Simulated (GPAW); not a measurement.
## A 8-layer slab of V(100): work function by functional and basis

How far do functional and basis move the work function of a 8-layer slab of V(100)?

Program: GPAW 26.7.0. Level of theory: GPAW, PAW setups; slab in vacuum, relaxation, in the first sound run; inputs show where later runs differ. Results are calculated unless marked as measured.

### 1. Set-up

The cell holds 8 atoms: 8 V. Its edges and angles: a = 3.020 Å, b = 3.020 Å, c = 28.570 Å, α = 90.0°, β = 90.0°, γ = 90.0°. Vacuum lies along c.

As a file:

```cif
data_structure
_symmetry_space_group_name_H-M 'P 1'
_symmetry_Int_Tables_number 1
_cell_length_a 3.0200
_cell_length_b 3.0200
_cell_length_c 28.5700
_cell_angle_alpha 90.000
_cell_angle_beta 90.000
_cell_angle_gamma 90.000
_cell_volume 260.57
loop_
_atom_site_label
_atom_site_type_symbol
_atom_site_fract_x
_atom_site_fract_y
_atom_site_fract_z
_atom_site_occupancy
V1 V 0.50000 0.50000 0.31502 1
V2 V 0.00000 0.00000 0.36787 1
V3 V 0.50000 0.50000 0.42072 1
V4 V 0.00000 0.00000 0.47357 1
V5 V 0.50000 0.50000 0.52643 1
V6 V 0.00000 0.00000 0.57928 1
V7 V 0.50000 0.50000 0.63213 1
V8 V 0.00000 0.00000 0.68498 1
```

### 2. Relaxation

The atoms are relaxed first, since the surface dipole, and with it the work function, follows the positions of the outer layers. The lowest 4 atoms are held at bulk positions and keep their forces.

Input file run.py:

```python
import json
import numpy as np
from ase import Atoms
from ase.constraints import FixAtoms
from ase.optimize import BFGS
from gpaw import GPAW, PW

slab = Atoms(
    ['V', 'V', 'V', 'V', 'V', 'V', 'V', 'V'],
    positions=[
        [1.51000, 1.51000, 9.00000],
        [0.00000, 0.00000, 10.51000],
        [1.51000, 1.51000, 12.02000],
        [0.00000, 0.00000, 13.53000],
        [1.51000, 1.51000, 15.04000],
        [0.00000, 0.00000, 16.55000],
        [1.51000, 1.51000, 18.06000],
        [0.00000, 0.00000, 19.57000]],
    cell=[[3.02, 0.0, 0.0], [0.0, 3.02, 0.0], [0.0, 0.0, 28.57]],
    pbc=[True, True, False])

slab.calc = GPAW(mode=PW(400), xc='PBE', kpts={'size': (10, 10, 1), 'gamma': True},
                 occupations={'name': 'fermi-dirac', 'width': 0.1}, nbands='160%',
                 convergence={'density': 1e-05}, maxiter=200,
                 poissonsolver={'dipolelayer': 'xy'},
                 symmetry={'tolerance': 1e-3, 'extra_ids': [1, 1, 1, 1, 0, 0, 0, 0]}, txt='slab.txt')
result = {}
slab.set_constraint(FixAtoms([0, 1, 2, 3]))
path = []
opt = BFGS(slab, maxstep=0.2)
opt.attach(lambda: path.append((slab.get_potential_energy(), slab.positions.tolist(), slab.get_forces().tolist())))
result['relaxed'] = bool(opt.run(fmax=0.03, steps=40))
result['path'] = path
energy = slab.get_potential_energy()
fermi = slab.calc.get_fermi_level()
v = slab.calc.get_electrostatic_potential().mean((0, 1)) - fermi
n = slab.calc.get_pseudo_density().mean((0, 1))
L = slab.cell[2, 2]
z = np.arange(len(v)) * L / len(v)
low, high = slab.positions[:, 2].min(), slab.positions[:, 2].max()
below, above = np.interp([low - 6.8, high + 6.8], z, v)
slopes = [np.interp(x, z, np.gradient(v, z)) for x in (low - 6.8, high + 6.8)]
eps = np.array([[slab.calc.get_eigenvalues(k, s) for k in range(len(slab.calc.get_ibz_k_points()))]
                for s in range(slab.calc.get_number_of_spins())]) - fermi
top, bottom = eps[eps < 0].max(), eps[eps > 0].min()
dipole = slab.get_dipole_moment()[2]
print(f'energy {energy:.4f} eV, Fermi level {fermi:.4f} eV, dipole {dipole:.5f} e A')
print(f'potential 6.8 A off the faces, from the Fermi level: lower {below:.4f} eV, upper {above:.4f} eV')
print(f'slope of the potential there: lower {slopes[0]:.5f}, upper {slopes[1]:.5f} eV/A')
print(f'nearest levels on the mesh: {top:.4f} and {bottom:.4f} eV')
print('magnetic moment', round(slab.get_magnetic_moment(), 3))
result.update(energy=energy, fermi=fermi, dipole=dipole, below=below, above=above, slopes=slopes, edges=[top, bottom],
              z=z.tolist(), v=v.tolist(), n=n.tolist(), positions=slab.positions.tolist(),
              forces=slab.get_forces(apply_constraint=False).tolist(), moments=slab.get_magnetic_moments().tolist())
json.dump(result, open('result.json', 'w'))
```

On the command line:

```bash
OMP_NUM_THREADS=1 OPENBLAS_NUM_THREADS=1 python run.py
```

The log of the run:

```text
Step          Energy          fmax
BFGS:    0      -65.167511        1.080521
BFGS:    1      -65.192608        0.985159
BFGS:    2      -65.270219        0.512406
BFGS:    3      -65.277033        0.197859
BFGS:    4      -65.278491        0.197313
BFGS:    5      -65.285235        0.186344
BFGS:    6      -65.285963        0.176278
BFGS:    7      -65.287770        0.134467
BFGS:    8      -65.289692        0.155077
BFGS:    9      -65.292517        0.201370
BFGS:   10      -65.294441        0.192096
BFGS:   11      -65.295473        0.140792
BFGS:   12      -65.296165        0.076528
BFGS:   13      -65.296662        0.059645
BFGS:   14      -65.296863        0.019577
energy -65.0990 eV, Fermi level 1.8848 eV, dipole 0.00683 e A
potential 6.8 A off the faces, from the Fermi level: lower 3.8530 eV, upper 3.7287 eV
slope of the potential there: lower -0.00009, upper 0.00006 eV/A
nearest levels on the mesh: -0.0179 and 0.0017 eV
magnetic moment 0.0
```

It took 1.5 h on 1 thread of Arm Neoverse V1, shared host; peak memory 0.35 GiB.

This run has no spin polarisation, although V can carry a moment.

The steps of the relaxation:

| step | energy less that of the first step (eV) | largest force (eV/Å) |
| --- | --- | --- |
| 1 | 0.0000 | 1.0805 |
| 2 | -0.0267 | 0.9852 |
| 3 | -0.1188 | 0.5124 |
| 4 | -0.1225 | 0.1979 |
| 5 | -0.1242 | 0.1973 |
| 6 | -0.1326 | 0.1863 |
| 7 | -0.1330 | 0.1763 |
| 8 | -0.1342 | 0.1345 |
| 9 | -0.1359 | 0.1551 |
| 10 | -0.1391 | 0.2014 |
| 11 | -0.1421 | 0.1921 |
| 12 | -0.1440 | 0.1408 |
| 13 | -0.1452 | 0.0765 |
| 14 | -0.1459 | 0.0596 |
| 15 | -0.1460 | 0.0196 |

The atoms that moved most (Å):

| atom | dx | dy | dz | length |
| --- | --- | --- | --- | --- |
| V8 | 0.000 | 0.000 | -0.245 | 0.245 |
| V5 | 0.000 | 0.000 | -0.047 | 0.047 |
| V7 | 0.000 | 0.000 | -0.034 | 0.034 |
| V6 | 0.000 | 0.000 | -0.030 | 0.030 |

Final coordinates:

```xyz
8
Lattice="3.0200 0.0000 0.0000 0.0000 3.0200 0.0000 0.0000 0.0000 28.5700" Properties=species:S:1:pos:R:3
V     1.5100    1.5100    9.0000
V     0.0000    0.0000   10.5100
V     1.5100    1.5100   12.0200
V     0.0000    0.0000   13.5300
V     1.5100    1.5100   14.9934
V     0.0000    0.0000   16.5202
V     1.5100    1.5100   18.0262
V     0.0000    0.0000   19.3252
```

This step gave:

* dipole along the normal: 0.006831 e·Å
* levels nearest the Fermi level on the mesh: -0.01795, 0.001692 eV from the Fermi level
* upper work function: 3.729 eV
* lower work function: 3.853 eV

The electrostatic potential energy of an electron (without an applied field's), less the Fermi level, planar mean oscillates, so the rows of the table below give means over windows of 1.48 Å about each position, cut where the curve ends. Its maxima inside the range that stand out by 2 % of the span (Å: eV): 9.7: -5.54, 11.2: -5.59, 12.8: -5.50, 14.3: -6.06, 15.8: -5.29, 17.2: -5.60, 18.6: -8.57. Its minima: 9.0: -13.6, 10.5: -13.3, 12.1: -13.3, 13.5: -13.4, 15.0: -13.3, 16.5: -13.5, 18.1: -13.6, 19.3: -13.9.

The electrostatic potential energy of an electron (without an applied field's), less the Fermi level, planar mean by z; means over each step:

z (Å), electrostatic potential energy of an electron (without an applied field's), less the Fermi level, planar mean (eV) and a bar from the least value:
```
     0.74        3.8 ##############################
     2.22        3.9 ##############################
     3.70        3.9 ##############################
     5.18        3.8 ##############################
     6.66        3.5 #############################
     8.14       -2.7 #################
     9.62       -9.3 ####
    11.10       -9.2 ####
    12.58       -9.2 ####
    14.06       -9.6 ###
    15.54       -9.1 ####
    17.02       -9.3 ####
    18.50      -11.3 
    19.98       -4.8 #############
    21.46        3.3 #############################
    22.94        3.7 ##############################
    24.42        3.7 ##############################
    25.90        3.7 ##############################
    27.38        3.7 ##############################
```

The pseudo valence density, planar mean oscillates, so the rows of the table below give means over windows of 1.48 Å about each position, cut where the curve ends. Its maxima inside the range that stand out by 2 % of the span (Å: e/Å³): 9.1: 1.58, 10.6: 1.65, 12.1: 1.68, 13.5: 1.70, 15.0: 1.69, 16.5: 1.70, 18.0: 1.71, 19.3: 1.66. Its minima: 9.7: 0.398, 11.2: 0.396, 12.7: 0.404, 14.2: 0.437, 15.7: 0.404, 17.4: 0.412, 18.6: 0.565.

Table of pseudo valence density, planar mean by z; means over each step:

| z (Å) | pseudo valence density, planar mean (e/Å³) |
| --- | --- |
| 3.70 | 1.7e-5 |
| 5.18 | 3.8e-4 |
| 6.66 | 0.00809 |
| 8.14 | 0.351 |
| 9.62 | 0.929 |
| 11.10 | 0.934 |
| 12.58 | 0.936 |
| 14.06 | 0.976 |
| 15.54 | 0.925 |
| 17.02 | 0.943 |
| 18.50 | 1.12 |
| 19.98 | 0.570 |
| 21.46 | 0.0116 |
| 22.94 | 5.2e-4 |
| 24.42 | 2.2e-5 |

The relaxation lowered the energy of the cell by 0.146 eV (energies extrapolated to zero smearing; the optimiser's log prints free energies). The largest force left on a free atom is 0.020 eV/Å.

### 3. The slab's potential

With the geometry fixed, the planar mean of the potential gives the vacuum level on each side.

This step: GPAW, PAW setups; slab in vacuum (GPAW 26.7.0).

run.py: that of step 2 with these lines changed.

```diff
@@ -3,4 +3,2 @@
 from ase import Atoms
-from ase.constraints import FixAtoms
-from ase.optimize import BFGS
 from gpaw import GPAW, PW
@@ -14,6 +12,6 @@
         [0.00000, 0.00000, 13.53000],
-        [1.51000, 1.51000, 15.04000],
-        [0.00000, 0.00000, 16.55000],
-        [1.51000, 1.51000, 18.06000],
-        [0.00000, 0.00000, 19.57000]],
+        [1.51000, 1.51000, 14.99341],
+        [0.00000, 0.00000, 16.52023],
+        [1.51000, 1.51000, 18.02616],
+        [0.00000, -0.00000, 19.32519]],
     cell=[[3.02, 0.0, 0.0], [0.0, 3.02, 0.0], [0.0, 0.0, 28.57]],
@@ -25,10 +23,4 @@
                  poissonsolver={'dipolelayer': 'xy'},
-                 symmetry={'tolerance': 1e-3, 'extra_ids': [1, 1, 1, 1, 0, 0, 0, 0]}, txt='slab.txt')
+                 symmetry={'tolerance': 1e-3}, txt='slab.txt')
 result = {}
-slab.set_constraint(FixAtoms([0, 1, 2, 3]))
-path = []
-opt = BFGS(slab, maxstep=0.2)
-opt.attach(lambda: path.append((slab.get_potential_energy(), slab.positions.tolist(), slab.get_forces().tolist())))
-result['relaxed'] = bool(opt.run(fmax=0.03, steps=40))
-result['path'] = path
 energy = slab.get_potential_energy()
```

The log of the run:

```text
energy -65.0990 eV, Fermi level 1.8848 eV, dipole 0.00626 e A
potential 6.8 A off the faces, from the Fermi level: lower 3.8530 eV, upper 3.7285 eV
slope of the potential there: lower -0.00003, upper -0.00001 eV/A
nearest levels on the mesh: -0.0179 and 0.0017 eV
magnetic moment 0.0
```

Wall time 8.6 min (1 thread); peak memory 0.34 GiB.

Numbers from this step:

| Property | Result |
| --- | --- |
| dipole along the normal | 0.006256 e·Å |
| levels nearest the Fermi level on the mesh | -0.01794, 0.001739 eV from the Fermi level |
| upper work function | 3.728 eV |

The electrostatic potential energy of an electron (without an applied field's), less the Fermi level, planar mean oscillates, so the rows of the table below give means over windows of 1.48 Å about each position, cut where the curve ends. Its maxima inside the range that stand out by 2 % of the span (Å: eV): 9.7: -5.54, 11.2: -5.59, 12.8: -5.50, 14.3: -6.06, 15.8: -5.29, 17.2: -5.61, 18.6: -8.57. Its minima: 9.0: -13.6, 10.5: -13.3, 12.1: -13.3, 13.5: -13.4, 15.0: -13.3, 16.5: -13.5, 18.1: -13.6, 19.3: -13.9.

The electrostatic potential energy of an electron (without an applied field's), less the Fermi level, planar mean by z; means over each step:

z (Å), electrostatic potential energy of an electron (without an applied field's), less the Fermi level, planar mean (eV) and a bar from the least value:
```
     0.74        3.8 ##############################
     2.22        3.9 ##############################
     3.70        3.9 ##############################
     5.18        3.8 ##############################
     6.66        3.5 #############################
     8.14       -2.7 #################
     9.62       -9.3 ####
    11.10       -9.2 ####
    12.58       -9.2 ####
    14.06       -9.6 ###
    15.54       -9.1 ####
    17.02       -9.3 ####
    18.50      -11.3 
    19.98       -4.8 #############
    21.46        3.3 #############################
    22.94        3.7 ##############################
    24.42        3.7 ##############################
    25.90        3.7 ##############################
    27.38        3.7 ##############################
```

The pseudo valence density, planar mean oscillates, so the rows of the table below give means over windows of 1.48 Å about each position, cut where the curve ends. Its maxima inside the range that stand out by 2 % of the span (Å: e/Å³): 9.1: 1.58, 10.6: 1.65, 12.1: 1.68, 13.5: 1.70, 15.0: 1.69, 16.5: 1.70, 18.0: 1.71, 19.3: 1.66. Its minima: 9.7: 0.398, 11.2: 0.396, 12.7: 0.404, 14.2: 0.437, 15.7: 0.404, 17.4: 0.412, 18.6: 0.565.

The pseudo valence density, planar mean by z; means over each step:

(Unchanged from step 2.)

Force by atom:

| atom | x (eV/Å) | y (eV/Å) | z (eV/Å) | size |
| --- | --- | --- | --- | --- |
| V1 | 0.00 | 0.00 | 1.10 | 1.10 |
| V2 | 0.00 | 0.00 | -0.80 | 0.80 |
| V3 | 0.00 | 0.00 | -0.37 | 0.37 |
| V4 | 0.00 | 0.00 | 0.07 | 0.07 |
| V5 | 0.00 | 0.00 | 0.01 | 0.01 |
| V6 | 0.00 | 0.00 | 0.00 | 0.00 |
| V7 | 0.00 | 0.00 | -0.02 | 0.02 |
| V8 | 0.00 | 0.00 | 0.02 | 0.02 |

The potential is flat to 3.0e-5 eV/Å where it is read, so the vacuum is wide enough.

### 4. OptPBE vdW: xc = "optPBE-vdW"

The same geometry under optPBE-vdW, to see how far the functional moves the levels against the vacuum (the van der Waals functionals take revPBE setups).

run.py: that of step 3 with these lines changed.

```diff
@@ -19,3 +19,3 @@
 
-slab.calc = GPAW(mode=PW(400), xc='PBE', kpts={'size': (10, 10, 1), 'gamma': True},
+slab.calc = GPAW(mode=PW(400), xc='optPBE-vdW', kpts={'size': (10, 10, 1), 'gamma': True},
                  occupations={'name': 'fermi-dirac', 'width': 0.1}, nbands='160%',
```

The log of the run:

```text
energy -129.6132 eV, Fermi level 1.7647 eV, dipole 0.00488 e A
potential 6.8 A off the faces, from the Fermi level: lower 4.0507 eV, upper 3.9535 eV
slope of the potential there: lower -0.00007, upper 0.00003 eV/A
nearest levels on the mesh: -0.0167 and 0.0095 eV
magnetic moment 0.0
```

Run time: 9.9 min. Hardware: 1 thread; peak memory 0.48 GiB.

This step gave:

```
dipole along the normal                    : 0.004875 e·Å
levels nearest the Fermi level on the mesh : -0.01670, 0.009518 eV from the Fermi level
upper work function                        : 3.954 eV
lower work function                        : 4.051 eV
```

The electrostatic potential energy of an electron (without an applied field's), less the Fermi level, planar mean oscillates, so the rows of the table below give means over windows of 1.48 Å about each position, cut where the curve ends. Its maxima inside the range that stand out by 2 % of the span (Å: eV): 9.7: -5.53, 11.2: -5.60, 12.8: -5.51, 14.3: -6.07, 15.8: -5.30, 17.2: -5.62, 18.6: -8.54. Its minima: 9.0: -13.5, 10.5: -13.3, 12.1: -13.3, 13.5: -13.3, 15.0: -13.3, 16.5: -13.4, 18.1: -13.6, 19.3: -13.8.

Table of electrostatic potential energy of an electron (without an applied field's), less the Fermi level, planar mean by z; means over each step:

| z (Å) | electrostatic potential energy of an electron (without an applied field's), less the Fermi level, planar mean (eV) |
| --- | --- |
| 0.74 | 4.04 |
| 2.22 | 4.05 |
| 3.70 | 4.05 |
| 5.18 | 4.03 |
| 6.66 | 3.65 |
| 8.14 | -2.60 |
| 9.62 | -9.28 |
| 11.10 | -9.22 |
| 12.58 | -9.20 |
| 14.06 | -9.59 |
| 15.54 | -9.06 |
| 17.02 | -9.31 |
| 18.50 | -11.3 |
| 19.98 | -4.77 |
| 21.46 | 3.41 |
| 22.94 | 3.92 |
| 24.42 | 3.95 |
| 25.90 | 3.95 |
| 27.38 | 3.95 |

The pseudo valence density, planar mean oscillates, so the rows of the table below give means over windows of 1.48 Å about each position, cut where the curve ends. Its maxima inside the range that stand out by 2 % of the span (Å: e/Å³): 9.1: 1.59, 10.6: 1.65, 12.1: 1.68, 13.5: 1.71, 15.0: 1.70, 16.5: 1.70, 18.0: 1.71, 19.3: 1.66. Its minima: 9.7: 0.396, 11.2: 0.394, 12.7: 0.402, 14.2: 0.436, 15.7: 0.401, 17.4: 0.410, 18.6: 0.563.

Table of pseudo valence density, planar mean by z; means over each step:

z (Å), pseudo valence density, planar mean (e/Å³) and a bar:
```
     3.70       0.00 
     5.18       0.00 
     6.66       0.01 
     8.14       0.35 #########
     9.62       0.93 #########################
    11.10       0.93 #########################
    12.58       0.94 #########################
    14.06       0.98 ##########################
    15.54       0.93 #########################
    17.02       0.94 #########################
    18.50       1.12 ##############################
    19.98       0.57 ###############
    21.46       0.01 
    22.94       0.00 
    24.42       0.00
```

Force by atom:

| atom | x (eV/Å) | y (eV/Å) | z (eV/Å) | size |
| --- | --- | --- | --- | --- |
| V1 | 0.000 | 0.000 | 0.837 | 0.837 |
| V2 | 0.000 | 0.000 | -0.799 | 0.799 |
| V3 | 0.000 | 0.000 | -0.370 | 0.370 |
| V4 | 0.000 | 0.000 | 0.076 | 0.076 |
| V5 | 0.000 | 0.000 | 0.014 | 0.014 |
| V6 | 0.000 | 0.000 | -0.027 | 0.027 |
| V7 | 0.000 | 0.000 | -0.017 | 0.017 |
| V8 | 0.000 | 0.000 | 0.286 | 0.286 |

The upper face's work function is 3.954 eV, against 3.728 eV in the first plane-wave PBE run at this geometry.

### 5. Self-consistent run: xc = "revPBE"

The same geometry under revPBE, to see how far the functional moves the levels against the vacuum.

run.py: that of step 4 with these lines changed.

```diff
@@ -19,3 +19,3 @@
 
-slab.calc = GPAW(mode=PW(400), xc='optPBE-vdW', kpts={'size': (10, 10, 1), 'gamma': True},
+slab.calc = GPAW(mode=PW(400), xc='revPBE', kpts={'size': (10, 10, 1), 'gamma': True},
                  occupations={'name': 'fermi-dirac', 'width': 0.1}, nbands='160%',
```

The log of the run:

```text
energy -62.1809 eV, Fermi level 1.9940 eV, dipole 0.00673 e A
potential 6.8 A off the faces, from the Fermi level: lower 3.7246 eV, upper 3.5906 eV
slope of the potential there: lower -0.00004, upper 0.00000 eV/A
nearest levels on the mesh: -0.0016 and 0.0030 eV
magnetic moment 0.0
```

Run time: 8.9 min. Hardware: 1 thread; peak memory 0.34 GiB.

Numbers from this step:

| Property | Result |
| --- | --- |
| dipole along the normal | 0.006734 e·Å |
| levels nearest the Fermi level on the mesh | -0.001627, 0.003004 eV from the Fermi level |
| upper work function | 3.591 eV |
| lower work function | 3.725 eV |

The electrostatic potential energy of an electron (without an applied field's), less the Fermi level, planar mean oscillates, so the rows of the table below give means over windows of 1.48 Å about each position, cut where the curve ends. Its maxima inside the range that stand out by 2 % of the span (Å: eV): 9.7: -5.63, 11.2: -5.68, 12.8: -5.59, 14.3: -6.15, 15.8: -5.38, 17.2: -5.69, 18.6: -8.66. Its minima: 9.0: -13.7, 10.5: -13.4, 12.1: -13.4, 13.5: -13.4, 15.0: -13.4, 16.5: -13.5, 18.1: -13.7, 19.3: -14.0.

The electrostatic potential energy of an electron (without an applied field's), less the Fermi level, planar mean by z; means over each step:

| z (Å) | electrostatic potential energy of an electron (without an applied field's), less the Fermi level, planar mean (eV) |
| --- | --- |
| 0.74 | 3.72 |
| 2.22 | 3.72 |
| 3.70 | 3.72 |
| 5.18 | 3.71 |
| 6.66 | 3.39 |
| 8.14 | -2.76 |
| 9.62 | -9.40 |
| 11.10 | -9.32 |
| 12.58 | -9.29 |
| 14.06 | -9.69 |
| 15.54 | -9.15 |
| 17.02 | -9.41 |
| 18.50 | -11.4 |
| 19.98 | -4.92 |
| 21.46 | 3.13 |
| 22.94 | 3.57 |
| 24.42 | 3.59 |
| 25.90 | 3.59 |
| 27.38 | 3.59 |

The upper face's work function is 3.591 eV, against 3.728 eV in the first plane-wave PBE run at this geometry.

### 6. Self-consistent run: xc = "RPBE"

The same geometry under RPBE, to see how far the functional moves the levels against the vacuum.

run.py: that of step 5 with these lines changed.

```diff
@@ -19,3 +19,3 @@
 
-slab.calc = GPAW(mode=PW(400), xc='revPBE', kpts={'size': (10, 10, 1), 'gamma': True},
+slab.calc = GPAW(mode=PW(400), xc='RPBE', kpts={'size': (10, 10, 1), 'gamma': True},
                  occupations={'name': 'fermi-dirac', 'width': 0.1}, nbands='160%',
```

The log of the run:

```text
energy -61.4827 eV, Fermi level 2.0182 eV, dipole 0.00671 e A
potential 6.8 A off the faces, from the Fermi level: lower 3.7079 eV, upper 3.5744 eV
slope of the potential there: lower -0.00004, upper 0.00000 eV/A
nearest levels on the mesh: -0.0029 and 0.0003 eV
magnetic moment 0.0
```

It took 8.6 min on 1 thread; peak memory 0.34 GiB.

Numbers from this step:

* dipole along the normal: 0.006710 e·Å
* levels nearest the Fermi level on the mesh: -0.002876, 2.55e-4 eV from the Fermi level
* upper work function: 3.574 eV
* lower work function: 3.708 eV

The upper face's work function is 3.574 eV, against 3.728 eV in the first plane-wave PBE run at this geometry.

[end of part 1 of 2]

[Logs are printed without paths, hosts, clocks, repeated set-up lines and the standing remarks that a program may print on its own settings, such as how far it seeks lower states.]

[Hosts, paths, dates, database ids (printed as entryN), source tags and the programs' standing remarks are cut or masked in the printed files.]
